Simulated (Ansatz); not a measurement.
# From r2SCAN to G0W0: CuBiPbS3 (Aikinite)

How far does one-shot GW move the r2SCAN gap of CuBiPbS3 (Aikinite)?

Method: r2SCAN, then G0W0 on it, plane waves, PAW, in Ansatz 0.2.0.

In doubt: one-shot GW on d or f shells is unsure (step 3), so the values of those runs are not to be relied on.

## Step 1: The structure

The structure is orthorhombic, space group Pnma (No. 62). Conventional cell: a = 11.638 Å, b = 4.039 Å, c = 11.319 Å, α = 90.00°, β = 90.00°, γ = 90.00°. Nearest to Cu lie 4 S at 2.31 to 2.40 Å. Bi has 6 S at 2.66 to 3.16 Å nearest. Nearest to Pb lie 7 S at 2.89 to 3.26 Å and 2 Cu at 3.29 Å. Nearest to S lie 2 Cu at 2.35 Å and 1 Bi at 2.66 Å and 2 Pb at 2.99 Å. S has 1 Cu at 2.31 Å and 3 Pb at 2.89 to 2.99 Å and 2 Bi at 2.95 Å nearest. Nearest to S lie 1 Cu at 2.40 Å and 3 Bi at 2.76 to 3.16 Å and 2 Pb at 3.26 Å. Farther neighbours and most contacts between anions are not listed.

The cell and positions come from the Crystallography Open Database and are kept as given unless a step says otherwise. Spin-orbit coupling is left out unless a step names it. The default PAW set here is soft_2. Its files were made with PBE.

## Step 2: Bands along the symmetry lines

Levels along a band path and on the mesh show where this functional puts the band edges.

This step: DFT, r2SCAN, plane waves, PAW.

Input file input.yaml:

```yaml
crystal:
  lattice:
    - [11.638, 0.0, 0.0]
    - [0.0, 4.039, 0.0]
    - [0.0, 0.0, 11.319]
  atoms:
    - { symbol: Cu, position: [0.2338, 0.25, 0.2085] }
    - { symbol: Cu, position: [0.2662, 0.75, 0.7085] }
    - { symbol: Cu, position: [0.7338, 0.25, 0.2915] }
    - { symbol: Cu, position: [0.7662, 0.75, 0.7915] }
    - { symbol: Bi, position: [0.0189, 0.25, 0.6827] }
    - { symbol: Bi, position: [0.4811, 0.75, 0.1827] }
    - { symbol: Bi, position: [0.5189, 0.25, 0.8173] }
    - { symbol: Bi, position: [0.9811, 0.75, 0.3173] }
    - { symbol: Pb, position: [0.8329, 0.25, 0.0105] }
    - { symbol: Pb, position: [0.6671, 0.75, 0.5105] }
    - { symbol: Pb, position: [0.3329, 0.25, 0.4895] }
    - { symbol: Pb, position: [0.1671, 0.75, 0.9895] }
    - { symbol: S, position: [0.716, 0.25, 0.6986] }
    - { symbol: S, position: [0.784, 0.75, 0.1986] }
    - { symbol: S, position: [0.216, 0.25, 0.8014] }
    - { symbol: S, position: [0.284, 0.75, 0.3014] }
    - { symbol: S, position: [0.0467, 0.25, 0.14] }
    - { symbol: S, position: [0.4533, 0.75, 0.64] }
    - { symbol: S, position: [0.5467, 0.25, 0.36] }
    - { symbol: S, position: [0.9533, 0.75, 0.86] }
    - { symbol: S, position: [0.3775, 0.25, 0.0559] }
    - { symbol: S, position: [0.1225, 0.75, 0.5559] }
    - { symbol: S, position: [0.8775, 0.25, 0.4441] }
    - { symbol: S, position: [0.6225, 0.75, 0.9441] }
kpoints:
  mp_grid: { grid: [2, 6, 2] }
  band_path:
    path:
      - [[0.0, 0.0, 0.0], [0.5, 0.0, 0.0], [0.5, 0.5, 0.0], [0.0, 0.5, 0.0], [0.0, 0.0, 0.0], [0.0, 0.0, 0.5], [0.5, 0.0, 0.5], [0.5, 0.5, 0.5], [0.0, 0.5, 0.5], [0.0, 0.0, 0.5]]
      - [[0.5, 0.0, 0.0], [0.5, 0.0, 0.5]]
      - [[0.0, 0.5, 0.0], [0.0, 0.5, 0.5]]
      - [[0.5, 0.5, 0.0], [0.5, 0.5, 0.5]]
    npoints: 10
hamiltonian:
  xc: r2scan
scf:
  occupations: { method: fermi_dirac, width: 0.02 }
  n_extra_bands: 12
output:
  eigenvalues: true
```

Run with:

```sh
> ansatz run input.yaml --threads 16 --pin off --max-ram 82944MiB --backend cuda --events-out ev --progress --plain --runs-dir out --devices 1 --max-vram 78GiB
```

Numbers of over 12 decimals in the logs are rounded to 6 here.

The log of the run:

```text
scf.n_extra_bands = 12 over 132 filled bands (N_el = 264.0): the run solves 144 bands
GPUs: using 1 of 1 available (devices: 1).
Engine: ansatz 0.2.0, aarch64-unknown-linux-gnu
Pseudopotentials: kind: paw
Pseudopotential: Cu, paw, valence charge 19, recommended cutoff 500 eV (meta_gga), Cu.paw.azcp
Pseudopotential: Bi, paw, valence charge 15, recommended cutoff 500 eV (meta_gga), Bi.paw.azcp
Pseudopotential: Pb, paw, valence charge 14, recommended cutoff 500 eV (meta_gga), Pb.paw.azcp
Pseudopotential: S, paw, valence charge 6, recommended cutoff 500 eV (meta_gga), S.paw.azcp
Functional definition: r2SCAN
  parameter k0 = 0.174
  parameter k1 = 0.065
  parameter a1 = 4.9479
  exchange = r2scan_x(k0 = k0, k1 = k1, a1 = a1)
  correlation = r2scan_c
[...]
Crystal: 24 atoms, lattice volume = 532.060 Å³
Basis set: ecut = 500 eV, 13537 PW (Γ), exchange–correlation on 360×120×360 points (64 copies of the dense FFT grid, shifted against one another)
Bands: 144, of which v1, the nominal top of the filled ones, is band 132 counted from 1 (131 counted from 0)
Symmetry: 8 space group operations
Space group: Pnma (ITA 62), of the structure as read, at distance tolerance 8.1e-5 Å
k-points: 16 of 24
Non-local potential: Cu, projectors of the file, l = 0: 3, l = 1: 2, l = 2: 3, l = 3: 1
Non-local potential: Bi, projectors of the file, l = 0: 2, l = 1: 2, l = 2: 2, l = 3: 2
Non-local potential: Pb, projectors of the file, l = 0: 2, l = 1: 2, l = 2: 2, l = 3: 2
Non-local potential: S, projectors of the file, l = 0: 2, l = 1: 2, l = 2: 2
PAW form: soft (Blöchl's): semilocal exchange-correlation on the pseudo side does not see the compensation charge
PAW frozen core: Cu, regenerated for the run's functional (the file was generated under x = pbe(κ = 0.804, μ = 0.219515), c = pbe(β = 0.066725))
PAW frozen core: Bi, regenerated for the run's functional (the file was generated under x = pbe(κ = 0.804, μ = 0.219515), c = pbe(β = 0.066725))
PAW frozen core: Pb, regenerated for the run's functional (the file was generated under x = pbe(κ = 0.804, μ = 0.219515), c = pbe(β = 0.066725))
PAW frozen core: S, regenerated for the run's functional (the file was generated under x = pbe(κ = 0.804, μ = 0.219515), c = pbe(β = 0.066725))
PAW one-centre angular grid: Cu, 590 points (default); XC on 160 Gauss nodes
PAW one-centre angular grid: Bi, 590 points (default); XC on 160 Gauss nodes
PAW one-centre angular grid: Pb, 590 points (default); XC on 160 Gauss nodes
[...]
Initial density: superposition of atomic densities (neutral atoms: chi_scale 0, normalization atom), corrected by the library's trained network
Initial wavefunctions: pseudopotential atomic-orbital guess
[...]
Functional: x = r2scan, c = r2scan; τ floored in thin density (d = 2e-4 eV/Å³)
SCF iter   1: F=—  HF=-134733.304661 eV  |F-HF|=—  |Δ(HF+E_count)|=         —  Δρ=1.97e-2  dr2=1.41e0  dr2_τ=6.61e-2  ethr=1.77e-3  ⟨swp⟩=6.3  Hψ=9272  notcnv=0  defer=5
preconditioner: auto → Resta (q_TF=auto, 2.428 Å⁻¹)  ε∞=4.6  [insulator: Δε(μ)=1.191 eV  Ē_g=12.876 eV  σ=0.020 eV  W_gap=1.00  n_scr=134 (ndim 8)  ℏωp=24.5 eV  f_vac=0.016  D(μ)=0.00/eV (n_scr^D=0)  ε∞_Penn≈4.6]
SCF iter   2: F=—  HF=-134733.501271 eV  |F-HF|=—  |Δ(HF+E_count)|=   1.97e-1  Δρ=1.79e-2  dr2=1.09e0  dr2_τ=9.83e-3  ethr=5.33e-4  ⟨swp⟩=2.0  Hψ=5024  notcnv=0  defer=96
SCF iter   3: F=—  HF=-134733.257889 eV  |F-HF|=—  |Δ(HF+E_count)|=   2.43e-1  Δρ=5.48e-3  dr2=1.25e-1  dr2_τ=1.00e-3  ethr=4.12e-4  ⟨swp⟩=2.1  Hψ=4544  notcnv=0  defer=96
SCF iter   4: F=—  HF=-134733.243459 eV  |F-HF|=—  |Δ(HF+E_count)|=   1.44e-2  Δρ=1.44e-3  dr2=7.51e-3  dr2_τ=1.94e-4  ethr=4.74e-5  ⟨swp⟩=2.0  Hψ=3270  notcnv=0  defer=104
SCF iter   5: F=—  HF=-134733.244764 eV  |F-HF|=—  |Δ(HF+E_count)|=   1.30e-3  Δρ=7.42e-4  dr2=2.11e-3  dr2_τ=2.21e-5  ethr=2.84e-6  ⟨swp⟩=2.0  Hψ=2581  notcnv=0  defer=104
SCF iter   6: F=—  HF=-134733.245587 eV  |F-HF|=—  |Δ(HF+E_count)|=   8.23e-4  Δρ=1.57e-4  dr2=1.13e-4  dr2_τ=3.33e-6  ethr=7.98e-7  ⟨swp⟩=2.0  Hψ=3159  notcnv=0  defer=104
[...]
SCF 1 converged in 9 iterations: F = -134733.244616 eV  dr2 = 6.86e-8
[...]
SCF converged after 9 iterations
[...]
k-point 1: bands = ["-106.0799", "-106.0799", "-106.0799", "-106.0799", "-61.9434", "-61.9434", "-61.9434", "-61.9434", "-61.9371", "-61.9371", "-61.9371", "-61.9371", "-61.9225", "-61.9225", "-61.9225", "-61.9225", "-14.9653", "-14.9653", "-14.9635", "-14.9635", "-14.9476", "-14.9476", "-14.9459", "-14.9459", "-14.9426", "-14.9426", "-14.9401", "-14.9401", "-14.9194", "-14.9194", "-14.9187", "-14.9187", "-14.9177" [...]
  k-point 2: bands = ["-106.0799", "-106.0799", "-106.0799", "-106.0799", "-61.9434", "-61.9434", "-61.9434", "-61.9434", "-61.9371", "-61.9371", "-61.9371", "-61.9371", "-61.9225", "-61.9225", "-61.9225", "-61.9225", "-14.9584", "-14.9581", "-14.9553", "-14.9550", "-14.9516", "-14.9516", "-14.9515", "-14.9515", "-14.9417", "-14.9415", "-14.9397", "-14.9393", "-14.9212", "-14.9211", "-14.9205", "-14.9205", "-14.9186" [...]
  k-point 15: bands = ["-106.0799", "-106.0799", "-106.0799", "-106.0799", "-61.9434", "-61.9434", "-61.9434", "-61.9434", "-61.9372", "-61.9372", "-61.9372", "-61.9372", "-61.9225", "-61.9225", "-61.9225", "-61.9225", "-14.9729", "-14.9729", "-14.9729", "-14.9729", "-14.9389", "-14.9389", "-14.9389", "-14.9389", "-14.9281", "-14.9281", "-14.9281", "-14.9281", "-14.9255", "-14.9255", "-14.9255", "-14.9255", "-14.9164 [...]
```

The job ended after 5.9 s (1 × NVIDIA GB200 (shared by 2 runs) with 16 threads of Arm Neoverse V2, shared host; peak memory 1.9 GiB).

In the SCF lines HF is the Harris–Foulkes energy and dr2 the Hartree energy of the density residual, in eV; the loop may stop once dr2 is under the threshold and the program's other checks hold. Hψ counts applications of the Hamiltonian.

Numbers from this step:

```
filled bands         : 132
gap                  : 0.8559 eV
valence top at       : k = (0.000, 0.000, 0.450)
conduction bottom at : k = (0.000, 0.250, 0.000)
least direct gap     : 0.9050 eV
```

Over mesh and path the gap is 0.856 eV, from k = (0.000, 0.000, 0.450) to k = (0.000, 0.250, 0.000). The least direct gap found is 0.905 eV, at k = (0.000, 0.000, 0.350). On the 2×6×2 mesh alone the same run gives 0.962 eV, so that mesh misses an edge of r2SCAN: 0.962 − 0.856 = +0.106 eV.

Electronic bands along the path, in eV, zero at the top of the highest nominally filled band:

```csv
point,band 129,band 130,band 131,band 132,band 133,band 134,band 135,band 136
Γ,-0.32,-0.21,-0.20,-0.16,1.16,1.17,1.33,1.62
halfway,-0.32,-0.26,-0.15,-0.11,1.16,1.29,1.33,1.56
X,-0.31,-0.31,-0.13,-0.13,1.37,1.37,1.41,1.41
halfway,-0.65,-0.65,-0.55,-0.55,1.30,1.30,2.15,2.15
S,-0.62,-0.62,-0.62,-0.62,1.91,1.91,1.91,1.91
halfway,-0.66,-0.66,-0.62,-0.62,1.76,1.76,1.79,1.79
Y,-0.65,-0.65,-0.64,-0.64,1.65,1.65,1.75,1.75
halfway,-0.72,-0.64,-0.56,-0.42,0.86,1.59,2.15,2.25
Γ,-0.32,-0.21,-0.20,-0.16,1.16,1.17,1.33,1.62
halfway,-0.31,-0.29,-0.09,-0.05,0.91,1.20,1.61,1.72
Z,-0.31,-0.31,0.00,0.00,0.96,0.96,1.77,1.77
halfway,-0.34,-0.34,-0.10,-0.10,1.10,1.10,1.87,1.87
U,-0.27,-0.27,-0.25,-0.25,1.25,1.25,1.90,1.90
halfway,-0.57,-0.57,-0.48,-0.48,1.84,1.84,1.91,1.91
R,-0.77,-0.77,-0.77,-0.77,1.79,1.79,1.79,1.79
halfway,-0.81,-0.81,-0.75,-0.75,1.48,1.48,1.78,1.78
T,-0.79,-0.79,-0.73,-0.73,1.31,1.31,1.73,1.73
halfway,-0.60,-0.60,-0.42,-0.42,1.51,1.51,1.72,1.72
Z,-0.31,-0.31,0.00,0.00,0.96,0.96,1.77,1.77
jump to X,-0.31,-0.31,-0.13,-0.13,1.37,1.37,1.41,1.41
halfway,-0.31,-0.31,-0.16,-0.16,1.24,1.24,1.69,1.69
U,-0.27,-0.27,-0.25,-0.25,1.25,1.25,1.90,1.90
jump to Y,-0.65,-0.65,-0.64,-0.64,1.65,1.65,1.75,1.75
halfway,-0.74,-0.74,-0.67,-0.67,1.41,1.41,1.66,1.66
T,-0.79,-0.79,-0.73,-0.73,1.31,1.31,1.73,1.73
jump to S,-0.62,-0.62,-0.62,-0.62,1.91,1.91,1.91,1.91
```

## Step 3: The quasiparticle correction

G0W0 replaces the xc potential by a self-energy built once from the orbitals of the start. Levels are corrected in the window of bands that the input names, at points of the mesh.

This step: G0W0 on r2SCAN, plane waves, PAW.

Changes to input.yaml since step 2:

```diff
@@ -31,16 +31,13 @@
 kpoints:
-  mp_grid: { grid: [2, 6, 2] }
-  band_path:
-    path:
-      - [[0.0, 0.0, 0.0], [0.5, 0.0, 0.0], [0.5, 0.5, 0.0], [0.0, 0.5, 0.0], [0.0, 0.0, 0.0], [0.0, 0.0, 0.5], [0.5, 0.0, 0.5], [0.5, 0.5, 0.5], [0.0, 0.5, 0.5], [0.0, 0.0, 0.5]]
-      - [[0.5, 0.0, 0.0], [0.5, 0.0, 0.5]]
-      - [[0.0, 0.5, 0.0], [0.0, 0.5, 0.5]]
-      - [[0.5, 0.5, 0.0], [0.5, 0.5, 0.5]]
-    npoints: 10
+  mp_grid: { grid: [2, 4, 2] }
 hamiltonian:
   xc: r2scan
+  pseudopotentials: { kind: paw, source: ansatz }
 scf:
-  occupations: { method: fermi_dirac, width: 0.02 }
-  n_extra_bands: 12
-output:
-  eigenvalues: true
+  occupations: { method: fixed }
+gw:
+  n_empty_bands: 2917
+  ecut_chi: 180.0
+  qp_bands: [v4, c4]
+  qp_kpoints: band_edges
+  screening: { model: contour_deformation }
```

The log of the run:

```text
GPUs: using 1 of 1 available (devices: 1).
[...]
Crystal: 24 atoms, lattice volume = 532.060 Å³
Basis set: ecut = 700 eV, 22375 PW (Γ), exchange–correlation on 480×160×480 points (64 copies of the dense FFT grid, shifted against one another)
Bands: 197, of which v1, the nominal top of the filled ones, is band 164 counted from 1 (163 counted from 0)
Symmetry: 8 space group operations
[...]
k-points: 12 of 16
[...]
SCF iter   1: F=—  HF=-162973.497312 eV  |F-HF|=—  |Δ(HF+E_count)|=         —  Δρ=4.95e-2  dr2=2.34e1  dr2_τ=3.66e-1  ethr=3.10e-3  ⟨swp⟩=5.0  Hψ=7442  notcnv=0  defer=330
[...]
SCF iter   6: F=—  HF=-162968.392273 eV  |F-HF|=—  |Δ(HF+E_count)|=   2.07e-3  Δρ=7.01e-4  dr2=2.81e-3  dr2_τ=1.34e-4  ethr=6.06e-6  ⟨swp⟩=2.2  Hψ=3070  notcnv=0  defer=368
[...]
SCF iter  10: F=—  HF=-162968.392919 eV  |F-HF|=—  |Δ(HF+E_count)|=   1.81e-7  Δρ=4.68e-6  dr2=1.41e-7  dr2_τ=1.63e-8  ethr=7.22e-10  ⟨swp⟩=2.0  Hψ=2884  notcnv=0  defer=317
[...]
SCF 1 converged in 12 iterations: F = -162968.392919 eV  dr2 = 8.56e-10
[...]
SCF converged after 12 iterations
[...]
4   168     11.9453   -10.0239    -3.5291   -13.4893  0.7752    11.8818    11.8817  root *
     5   161      9.4014   -33.6993     5.5858   -28.0865  0.6707     9.3744     9.3744  root
     5   162      9.4014   -33.6993     5.5858   -28.0865  0.6707     9.3744     9.3744  root
     5   163      9.4640   -30.9584     4.8655   -26.0163  0.6855     9.3872     9.3874  root
     5   164      9.4640   -30.9584     4.8655   -26.0163  0.6855     9.3872     9.3874  root
     5   165     11.5080   -10.3990    -3.3644   -13.6655  0.7806    11.4102    11.4101  root
     5   166     11.5080   -10.3990    -3.3644   -13.6655  0.7806    11.4102    11.4101  root
     5   167     11.9224   -10.4177    -3.3251   -13.6991  0.7768    11.8787    11.8787  root
     5   168     11.9224   -10.4177    -3.3251   -13.6991  0.7768    11.8787    11.8787  root
     6   161      9.8819   -29.4426     4.2037   -25.1414  0.6997     9.7842     9.7844  root
     6   162      9.8819   -29.4426     4.2037   -25.1414  0.6997     9.7842     9.7844  root
     6   163     10.0587   -29.4089     4.0234   -25.2884  0.7048     9.9614     9.9617  root
     6   164     10.0587   -29.4089     4.0234   -25.2884  0.7048     9.9614     9.9617  root
     6   165     11.5651   -11.3892    -3.1581   -14.4963  0.7761    11.5142    11.5141  root
     6   166     11.5651   -11.3892    -3.1581   -14.4963  0.7761    11.5142    11.5141  root
     6   167     11.5996   -10.6608    -3.4123   -13.9765  0.7780    11.5030    11.5029  root
     6   168     11.5996   -10.6608    -3.4123   -13.9765  0.7780    11.5030    11.5029  root
     7   161      9.9268   -32.2815     4.7464   -27.4979  0.6918     9.8895     9.8896  root
     7   162      9.9268   -32.2815     4.7464   -27.4979  0.6918     9.8895     9.8896  root
     7   163      9.9438   -30.0960     4.3433   -25.6675  0.6988     9.8584     9.8586  root
     7   164      9.9438   -30.0960     4.3433   -25.6675  0.6988     9.8584     9.8586  root
     7   165     11.4416   -11.0811    -3.1707   -14.1747  0.7766    11.3646    11.3645  root
     7   166     11.4416   -11.0811    -3.1707   -14.1747  0.7766    11.3646    11.3645  root
     7   167     12.0946   -10.2812    -3.4987   -13.6803  0.7730    11.9953    11.9951  root
     7   168     12.0946   -10.2812    -3.4987   -13.6803  0.7730    11.9953    11.9951  root
     8   161      9.5411   -33.6725     5.5685   -28.0555  0.6770     9.4925     9.4926  root
     8   162      9.5411   -33.6725     5.5685   -28.0555  0.6770     9.4925     9.4926  root
     8   163      9.6411   -32.8825     5.1771   -27.6650  0.6820     9.6007     9.6008  root
     8   164      9.6411   -32.8825     5.1771   -27.6650  0.6820     9.6007     9.6008  root
     8   165     11.4955   -10.3511    -3.3051   -13.5816  0.7806    11.4209    11.4208  root
     8   166     11.4955   -10.3511    -3.3051   -13.5816  0.7806    11.4209    11.4208  root
     8   167     12.3414   -10.3022    -3.6479   -13.9161  0.7724    12.3075    12.3075  root
     8   168     12.3414   -10.3022    -3.6479   -13.9161  0.7724    12.3075    12.3075  root
     9   161      9.6261   -31.4768     4.9329   -26.4660  0.6875     9.5480     9.5482  root
     9   162      9.6261   -31.4768     4.9329   -26.4660  0.6875     9.5480     9.5482  root
     9   163      9.7130   -29.7783     4.3530   -25.3316  0.6962     9.6190     9.6192  root
     9   164      9.7130   -29.7783     4.3530   -25.3316  0.6962     9.6190     9.6192  root
     9   165     12.0329   -10.0586    -3.4963   -13.4978  0.7746    11.9759    11.9758  root
     9   166     12.0329   -10.0586    -3.4963   -13.4978  0.7746    11.9759    11.9758  root
     9   167     12.1059   -11.1307    -3.4075   -14.5064  0.7722    12.0740    12.0740  root
     9   168     12.1059   -11.1307    -3.4075   -14.5064  0.7722    12.0740    12.0740  root
[...]
10   165     12.1030   -10.2761    -3.5637   -13.7626  0.7735    12.0258    12.0257  root
    10   166     12.1030   -10.2761    -3.5637   -13.7626  0.7735    12.0258    12.0257  root
    10   167     12.1030   -10.2761    -3.5637   -13.7626  0.7735    12.0258    12.0257  root
    10   168     12.1030   -10.2761    -3.5637   -13.7626  0.7735    12.0258    12.0257  root
    11   161      9.4228   -33.0017     5.3590   -27.6045  0.6755     9.3847     9.3847  root
    11   162      9.4228   -33.0017     5.3590   -27.6045  0.6755     9.3847     9.3847  root
    11   163      9.4228   -33.0017     5.3590   -27.6045  0.6755     9.3847     9.3847  root
    11   164      9.4228   -33.0017     5.3590   -27.6045  0.6755     9.3847     9.3847  root
    11   165     11.9803   -10.1184    -3.4974   -13.5361  0.7755    11.9006    11.9005  root
    11   166     11.9803   -10.1184    -3.4974   -13.5361  0.7755    11.9006    11.9005  root
    11   167     11.9803   -10.1184    -3.4974   -13.5361  0.7755    11.9006    11.9005  root
    11   168     11.9803   -10.1184    -3.4974   -13.5361  0.7755    11.9006    11.9005  root
```

Wall time 8.4 min (1 × NVIDIA GB200 (shared by 2 runs) with 16 threads); peak memory 35 GiB; 20 min of CPU time.

Numbers from this step:

```
bands summed                                    : 3081
RPA ε∞ on this mesh (eigenvalues)               : 12.03, 13.11, 13.41
plane waves in the screening matrix             : 2953
q-points in the mesh                            : 16
G0W0 gap over the corrected points              : 0.8560 eV
k of the valence top                            : 0, 0, -0.5
k of the conduction bottom                      : 0, 0.25, 0
starting gap on the mesh                        : 0.8598 eV
Z at the valence top                            : 0.7054
Z at the conduction bottom                      : 0.7837
least direct G0W0 gap over the corrected points : 0.9383 eV
```

Over all 12 irreducible mesh points the G0W0 gap is 0.856 eV, from k = (0.000, 0.000, -0.500) to k = (0.000, 0.250, 0.000). The r2SCAN gap of this run on the mesh is 0.860 eV. The two states that bound the G0W0 gap lie that far apart at the start, so the correction of the gap is 0.856 − 0.860 = −0.004 eV. The start of this run differs from the step before in mesh (2×6×2 and 2×4×2), files (soft_2 PAW and hard PAW) and plane-wave cutoff (500 eV and 700 eV). The program's warnings for this run: eigensolver not converged.

Labels follow the order of the start: v1 is the top filled band, c1 the lowest empty one; levels that stay degenerate share a row, the window can cut a multiplet, doubted levels are not marked in this list, bands outside the window were not corrected, and the list may be a part of the corrected levels. The levels before and after the correction (eV, zero at the valence-band top of each column):

```csv
,conduction bottom,valence top
Kohn-Sham,0.86,0.00
G0W0,0.86,0.00
```

```
                      level  occupation  energy (eV)
Kohn-Sham     (0 0 -0.5) v3           2       -0.308
Kohn-Sham  (0 0 -0.5) v2-v1           2        0.000
Kohn-Sham  (0 0 -0.5) c1-c2           0        0.964
Kohn-Sham     (0 0 -0.5) c3           0        1.773
Kohn-Sham     (0 0.25 0) v3           2       -0.632
Kohn-Sham     (0 0.25 0) v2           2       -0.556
Kohn-Sham     (0 0.25 0) v1           2       -0.415
Kohn-Sham     (0 0.25 0) c1           0        0.860
Kohn-Sham     (0 0.25 0) c2           0        1.596
Kohn-Sham     (0 0.25 0) c3           0        2.151
     G0W0     (0 0 -0.5) v3           2       -0.256
     G0W0  (0 0 -0.5) v2-v1           2        0.000
     G0W0  (0 0 -0.5) c1-c2           0        0.938
     G0W0     (0 0 -0.5) c3           0        1.829
     G0W0     (0 0.25 0) v3           2       -0.614
     G0W0     (0 0.25 0) v2           2       -0.547
     G0W0     (0 0.25 0) v1           2       -0.369
     G0W0     (0 0.25 0) c1           0        0.856
     G0W0     (0 0.25 0) c2           0        1.633
     G0W0     (0 0.25 0) c3           0        2.179
```

The parts of the quasiparticle energy for the two states that bound the G0W0 gap, in eV on the run's own scale (QP = start + Σx + Σc − Vxc, with Σc at the quasiparticle energy):

```csv
edge,k,band,start,Σx,Σc,Vxc,Z,QP
valence top,"(0.000, 0.000, -0.500)",163,10.190,−29.962,4.164,−25.706,0.705,10.097
conduction bottom,"(0.000, 0.250, 0.000)",165,11.050,−10.066,−3.221,−13.190,0.784,10.953
```

[end of part 1 of 2]

[Paths, hosts, dates, memory and timing lines, banners, echoed tables and standing remarks are left out of the program output.]

[Logs are printed without paths, hosts, clocks, repeated set-up lines and the standing remarks that a program may print on its own settings, such as how far it seeks lower states.]

[Runs of the session that timed out or met a known fault of the program may be left out.]

[Cells called generated may have been cut or substituted from an entry of the Crystallography Open Database or the Materials Project.]

[Hosts, paths, dates, database ids (printed as entryN), source tags and the programs' standing remarks are cut or masked in the printed files.]

[Where an RPA ε∞ is given, it is that of the G0W0 mesh and is not shown converged in it. Names of k-points follow the symmetry that the program found, which can be lower than the space group named. Band edges on a path are those of the sampled points; other points can move an edge, and change direct to indirect where valleys lie close.]

[Hybrid gaps are those of their k-mesh and are not shown converged in it.]
